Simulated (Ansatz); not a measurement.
**Na3AsBr6: optical spectrum from first principles**

Aim: the dielectric function of Na3AsBr6, and the optical constants that follow from it.

Calculated with Ansatz 0.2.0; DFT, PBE, plane-wave PAW, default files, scalar-relativistic, independent-particle optical response without local fields.

Report form: the programs' logs are mostly left out.

### 1. Starting point

The structure is cubic, space group Fm-3m (No. 225). Conventional cell: a = 11.015 Å, b = 11.015 Å, c = 11.015 Å, α = 90.00°, β = 90.00°, γ = 90.00°. Nearest to Br lie 1 As at 2.65 Å and 1 Na at 2.86 Å. As has 6 Br at 2.65 Å nearest. Nearest to Na lie 6 Br at 2.86 Å. Na has 12 Br at 3.90 Å nearest. Farther neighbours and most contacts between anions are not listed.

### 2. Ground state and bands

The self-consistent density comes first; it also tells whether there is a gap, which decides the occupations and the need for a Drude term.

This step: DFT, PBE, plane-wave PAW, default files, scalar-relativistic, ground state (Ansatz 0.2.0).

input.yaml

```yaml
crystal:
  lattice:
    - [0.0, 5.50764, 5.50764]
    - [5.50764, 0.0, 5.50764]
    - [5.50764, 5.50764, 0.0]
  atoms:
    - { symbol: Br, position: [0.759626, 0.759626, 0.240374] }
    - { symbol: Br, position: [0.759626, 0.240374, 0.759626] }
    - { symbol: Br, position: [0.240374, 0.759626, 0.240374] }
    - { symbol: Br, position: [0.240374, 0.759626, 0.759626] }
    - { symbol: Br, position: [0.240374, 0.240374, 0.759626] }
    - { symbol: Br, position: [0.759626, 0.240374, 0.240374] }
    - { symbol: As, position: [0.0, 0.0, 0.0] }
    - { symbol: Na, position: [0.5, 0.5, 0.5] }
    - { symbol: Na, position: [0.25, 0.25, 0.25] }
    - { symbol: Na, position: [0.75, 0.75, 0.75] }
kpoints:
  mp_grid: { grid: [4, 4, 4] }
  band_path:
    path:
      - [[0.0, 0.0, 0.0], [0.5, 0.0, 0.5], [0.5, 0.25, 0.75], [0.375, 0.375, 0.75], [0.0, 0.0, 0.0], [0.5, 0.5, 0.5], [0.625, 0.25, 0.625], [0.5, 0.25, 0.75], [0.5, 0.5, 0.5], [0.375, 0.375, 0.75]]
      - [[0.625, 0.25, 0.625], [0.5, 0.0, 0.5]]
    npoints: 6
scf:
  occupations: { method: fermi_dirac, width: 0.05 }
  n_extra_bands: 14
hamiltonian:
  xc: pbe
  pseudopotentials: { kind: paw }
output:
  forces: true
  stress: true
  populations: true
  write_bands: true
```

On the command line:

```console
ansatz run input.yaml --threads 4 --pin off --max-ram 8192MiB --backend cpu --events-out ev --progress --plain --runs-dir out
```

Wall time 10 s (4 threads of Arm Neoverse V1, shared host); peak memory 1.1 GiB.

This step gave:

* free energy: -26024.1421 eV
* Fermi energy: 2.622 eV
* gap by band count: 2.480 eV
* electrons: 84
* symmetry operations: 48
* pressure: -0.08918 GPa
* gap on the k-mesh: 2.480 eV
* volume: 334.1 Å³
* gap on the path: 2.480 eV
* least direct gap on the path: 2.699 eV

There is a gap, 2.48 eV on the path, so no carriers' term is needed. The cell is left with a pressure of -0.1 GPa, as it stands unrelaxed at this level.

The electronic bands at the labelled points (eV, zero at the Fermi level; v1 is the highest filled band, c1 the lowest empty one):

```
    point     v4     v3     v2     v1    c1    c2    c3    c4
        Γ  -2.00  -1.39  -1.39  -1.39  1.80  1.83  1.83  1.83
  halfway  -1.71  -1.71  -1.62  -1.40  2.00  2.00  2.04  2.41
        X  -2.00  -2.00  -1.40  -1.29  2.15  2.15  2.31  3.51
  halfway  -2.04  -1.95  -1.48  -1.28  2.10  2.18  2.30  3.52
        W  -2.14  -1.68  -1.68  -1.27  2.06  2.25  2.25  3.55
  halfway  -2.00  -1.81  -1.57  -1.28  1.97  2.27  2.30  3.52
        K  -1.94  -1.89  -1.53  -1.29  1.90  2.28  2.35  3.50
  halfway  -1.64  -1.63  -1.62  -1.52  1.63  2.03  2.36  2.46
        Γ  -2.00  -1.39  -1.39  -1.39  1.80  1.83  1.83  1.83
  halfway  -1.77  -1.55  -1.55  -1.49  1.52  2.17  2.17  2.26
        L  -1.70  -1.70  -1.66  -1.49  1.21  2.49  2.49  3.02
  halfway  -1.87  -1.74  -1.63  -1.39  1.49  2.39  2.46  3.19
        U  -1.94  -1.89  -1.53  -1.29  1.90  2.28  2.35  3.50
  halfway  -2.00  -1.81  -1.57  -1.28  1.97  2.27  2.30  3.52
        W  -2.14  -1.68  -1.68  -1.27  2.06  2.25  2.25  3.55
  halfway  -1.93  -1.68  -1.67  -1.36  1.57  2.37  2.44  3.24
        L  -1.70  -1.70  -1.66  -1.49  1.21  2.49  2.49  3.02
  halfway  -1.87  -1.74  -1.63  -1.39  1.49  2.39  2.46  3.19
        K  -1.94  -1.89  -1.53  -1.29  1.90  2.28  2.35  3.50
jump to U  -1.94  -1.89  -1.53  -1.29  1.90  2.28  2.35  3.50
  halfway  -2.04  -1.99  -1.44  -1.28  2.07  2.21  2.30  3.52
        X  -2.00  -2.00  -1.40  -1.29  2.15  2.15  2.31  3.51
```

### 3. Spectrum

The spectrum is a sum over vertical transitions between filled and empty bands at the fixed density, so many empty bands are needed.

This step: DFT, PBE, plane-wave PAW, default files, scalar-relativistic, independent-particle optical response without local fields (Ansatz 0.2.0).

input.yaml, the sections that differ from step 2:

```yaml
kpoints:
  mp_grid: { grid: [4, 4, 4] }
scf:
  occupations: { method: fixed }
output:
  optics:
    e_range: [0, 14]
    de: 0.05
    sigma: 0.15
    nscf_kmesh: { grid: [4, 4, 4] }
    bands: { spectra_wanted_up_to: 14 }
# crystal, hamiltonian: as in step 2
```

The job ended after 48 s (4 threads; peak memory 1.6 GiB).

Read-outs, printed or worked out from the files:

* electronic dielectric constant ε∞, mean over x, y and z (by symmetry where fewer were run): 4.531
* absorption onset, first axis (α over 10⁴ cm⁻¹, or the direct gap if that lies higher): 2.699 eV
* main peak of Im epsilon, first axis: 4.545 eV
* photocurrent from vertical transitions in a film 500 nm thick on a perfect mirror (two passes), AM1.5G, no front reflection, all carriers collected: 3.994 mA/cm²
* least direct gap on the mesh: 2.699 eV
* bands summed: 127
* spectra valid up to: 21.42 eV
* program's estimate of the k-sum error in Im epsilon: 0.11 %
* electrons in the f-sum: 49.13

The Im ε, any direction has structure finer than the step of the table below, so its rows give means over 0.5 eV, whole bins alone (the curve runs from 0 to 14 eV). Peaks (eV: height): 3.65: 6.15, 4.55: 6.70, 8.40: 3.93.

Im ε, any direction against photon energy; means over each step:

photon energy (eV), Im ε, any direction and a bar:
```
      2.0       0.00 
      2.5       0.18 #
      3.0       3.54 #################
      3.5       5.12 ########################
      4.0       4.87 #######################
      4.5       6.28 ##############################
      5.0       4.34 #####################
      5.5       2.47 ############
      6.0       1.08 #####
      6.5       1.61 ########
      7.0       1.92 #########
      7.5       2.49 ############
      8.0       3.40 ################
      8.5       3.84 ##################
      9.0       3.13 ###############
      9.5       2.49 ############
     10.0       2.63 #############
     10.5       2.22 ###########
     11.0       1.64 ########
     11.5       1.93 #########
     12.0       1.96 #########
     12.5       1.95 #########
     13.0       1.35 ######
     13.5       1.13 #####
```

Table of Re ε, any direction by photon energy:

```
photon energy (eV)  Re ε, any direction
               0.0                 4.53
               0.5                 4.57
               1.0                 4.70
               1.5                 4.97
               2.0                 5.46
               2.5                 6.72
               3.0                 8.40
               3.5                 6.51
               4.0                 3.92
               4.5                 2.73
               5.0               0.0403
               5.5               -0.417
               6.0                 1.65
               6.5                 2.08
               7.0                 2.28
               7.5                 2.94
               8.0                 2.48
               8.5                 1.21
               9.0                0.370
               9.5                0.531
              10.0                0.681
              10.5               -0.504
              11.0                0.341
              11.5                0.445
              12.0                0.317
              12.5               -0.481
              13.0               -0.231
              13.5               -0.267
              14.0               -0.204
```

The refractive index n and extinction k by photon energy:

```
photon energy (eV)      n        k
               0.0   2.13        0
               0.5   2.14        0
               1.0   2.17        0
               1.5   2.23        0
               2.0   2.34        0
               2.5   2.59  0.00505
               3.0   2.97    0.664
               3.5   2.72    0.935
               4.0   2.21    0.991
               4.5   2.23     1.49
               5.0   1.46     1.44
               5.5   1.07     1.25
               6.0   1.33    0.338
               6.5   1.51    0.455
               7.0   1.62    0.590
               7.5   1.84    0.660
               8.0   1.83    0.924
               8.5   1.62     1.19
               9.0   1.31     1.16
               9.5   1.24    0.998
              10.0   1.31     1.02
              10.5  0.948     1.18
              11.0  0.998    0.810
              11.5   1.11    0.883
              12.0   1.06    0.894
              12.5  0.885     1.12
              13.0  0.743    0.885
              13.5  0.649    0.830
              14.0  0.597    0.748
```

The reflectivity at normal incidence, any direction has structure finer than the step of the table below, so its rows give means over 0.5 eV, whole bins alone (the curve runs from 0 to 14 eV). Peaks (eV: height): 3.05: 26.8, 3.60: 27.5, 4.70: 31.6, 8.80: 23.4, 10.50: 27.0, 12.60: 27.2.

The reflectivity at normal incidence, any direction by photon energy; means over each step:

photon energy (eV), reflectivity at normal incidence, any direction (%) and a bar from the least value:
```
      0.5       13.2 #########
      1.0       13.6 ##########
      1.5       14.5 ###########
      2.0       16.1 #############
      2.5       20.0 ##################
      3.0       25.7 ##########################
      3.5       25.5 #########################
      4.0       23.3 ######################
      4.5       29.2 ##############################
      5.0       28.2 #############################
      5.5       24.3 ########################
      6.0        5.9 
      6.5        8.5 ###
      7.0       10.3 ######
      7.5       13.5 ##########
      8.0       17.6 ###############
      8.5       21.7 ####################
      9.0       22.1 #####################
      9.5       18.4 ################
     10.0       18.5 ################
     10.5       24.5 ########################
     11.0       14.7 ###########
     11.5       15.5 ############
     12.0       16.9 ##############
     12.5       25.1 #########################
     13.0       23.5 #######################
     13.5       23.4 #######################
```

The loss function −Im 1/ε at q → 0, any direction has structure finer than the step of the table below, so its rows give means over 0.5 eV, whole bins alone (the curve runs from 0 to 14 eV). Peaks (eV: height): 5.75: 0.923, 10.75: 0.648.

Table of loss function −Im 1/ε at q → 0, any direction by energy loss; means over each step:

```
energy loss (eV)  loss function −Im 1/ε at q → 0, any direction
             2.0                                              0
             2.5                                        0.00297
             3.0                                         0.0473
             3.5                                         0.0865
             4.0                                          0.122
             4.5                                          0.134
             5.0                                          0.236
             5.5                                          0.453
             6.0                                          0.390
             6.5                                          0.230
             7.0                                          0.209
             7.5                                          0.174
             8.0                                          0.195
             8.5                                          0.235
             9.0                                          0.318
             9.5                                          0.390
            10.0                                          0.364
            10.5                                          0.461
            11.0                                          0.587
            11.5                                          0.495
            12.0                                          0.502
            12.5                                          0.495
            13.0                                          0.705
            13.5                                          0.843
```

At chosen wavelengths:

```
wavelength (nm)     n      k  R (%)        1/α
           1550  2.15  0.000   13.4  over 1 mm
           1064  2.18  0.000   13.8  over 1 mm
            800  2.24  0.000   14.6  over 1 mm
            450  2.89  0.188   23.8     190 nm
            405  2.90  0.784   26.8      41 nm
            308  2.24  0.982   21.8      25 nm
            193  1.45  0.511    7.4      30 nm
```

Rows near the edge hang on the gap, which this functional as a rule makes too small, and phonon-assisted absorption is left out.

A film 1 µm thick would pass 68 % of daylight and look yellow in transmission (x = 0.414, y = 0.499). A larger true gap would move the edge to shorter wavelengths and change the colour.

The f-sum over the summed bands holds 49.1 of the cell's 84 electrons outside the frozen cores, 46 of which lie in bands more than 12 eV below the Fermi level, whose transitions come at higher energies. Up to 14 eV the strength has a mean oscillator energy of 6.6 eV, well above the main peak, so higher transitions carry much of it.

### 4. Static response with local fields

A static field by perturbation theory: the induced potential is included, and the Born charges come with it.

This step: DFT, PBE, plane-wave PAW, default files, scalar-relativistic, static field response by perturbation theory with local fields (Ansatz 0.2.0).

Edit input.yaml of step 3 so:

```diff
@@ -23,8 +23,2 @@
   pseudopotentials: { kind: paw }
-output:
-  optics:
-    e_range: [0, 14]
-    de: 0.05
-    sigma: 0.15
-    nscf_kmesh: { grid: [4, 4, 4] }
-    bands: { spectra_wanted_up_to: 14 }
+dielectric: {}
```

Elapsed: 77 s, on 4 threads; peak memory 1.6 GiB; 4.8 min of CPU time.

Numbers from this step:

- electronic dielectric constant ε∞, mean over x, y and z (by symmetry where fewer were run): 3.655

ε∞ with local fields:

```
3.66 0.00 0.00
0.00 3.66 0.00
0.00 0.00 3.66
```

Diagonal elements. Born, by row:

```
atom  Z*xx (e)  Z*yy (e)  Z*zz (e)
 Br1    -0.662    -0.662    -2.867
 Br2    -0.662    -2.867    -0.662
 Br3    -0.662    -2.867    -0.662
 Br4    -2.867    -0.662    -0.662
 Br5    -0.662    -0.662    -2.867
 Br6    -2.867    -0.662    -0.662
 As7     4.027     4.027     4.027
 Na8     1.647     1.647     1.647
 Na9     1.354     1.354     1.354
Na10     1.354     1.354     1.354
```

The ε∞ with local fields is isotropic, 3.66.

### 5. Results

- gap on the path: 2.48 eV
- least direct gap on the path: 2.70 eV
- electronic dielectric constant ε∞, mean over x, y and z (by symmetry where fewer were run) (independent particles): 4.53
- absorption onset, first axis (α over 10⁴ cm⁻¹, or the direct gap if that lies higher): 2.70 eV
- main peak of Im epsilon, first axis: 4.54 eV
- photocurrent from vertical transitions in a film 500 nm thick on a perfect mirror (two passes), AM1.5G, no front reflection, all carriers collected: 3.99 mA/cm²
- electronic dielectric constant ε∞, mean over x, y and z (by symmetry where fewer were run) (static response with local fields): 3.66

In words: At this level (PBE, independent particles) Na3AsBr6 has ε∞ = 4.53 (3.66 with local fields) and n = 2.15 at 1550 nm; absorption sets in near 2.7 eV, and Im ε peaks at 4.5 eV. The gap is indirect (2.48 eV), so absorption without phonons can begin only at the direct gap of 2.70 eV. Lines 0.15 eV wide carry a tail of absorption under the direct gap, past the threshold already at 2.61 eV. Absorption passes 10⁴ cm⁻¹ from the direct gap on, 2.70 eV, inside the visible range. Distinct maxima of Im ε, read by a parabola through the highest points, lie at 3.16 eV (4.9), 3.64 eV (6.2), 4.54 eV (6.7) and 8.38 eV (3.9). The f-sum over the summed bands holds 49.1 of the cell's 84 electrons outside the frozen cores, 46 of which lie in bands more than 12 eV below the Fermi level, whose transitions come at higher energies. Up to 14 eV the strength has a mean oscillator energy of 6.6 eV, well above the main peak, so higher transitions carry much of it. A film 1 µm thick would pass 68 % of daylight and look yellow in transmission (x = 0.414, y = 0.499). A larger true gap would move the edge to shorter wavelengths and change the colour. With local fields and the functional's kernel the static response is 3.66 against 4.53 for independent particles (-19 %). In the base spectrum excitons and phonon-assisted transitions are missing, and so are local fields; PBE gaps are as a rule too small, which pulls the onset down and ε∞ up. In the base run ε includes the program's bounded estimate of what the bands above those summed add.

[Logs are printed without paths, hosts, clocks, repeated set-up lines and the standing remarks that a program may print on its own settings, such as how far it seeks lower states.]

[Hosts, paths, dates, database ids (printed as entryN), source tags and the programs' standing remarks are cut or masked in the printed files.]
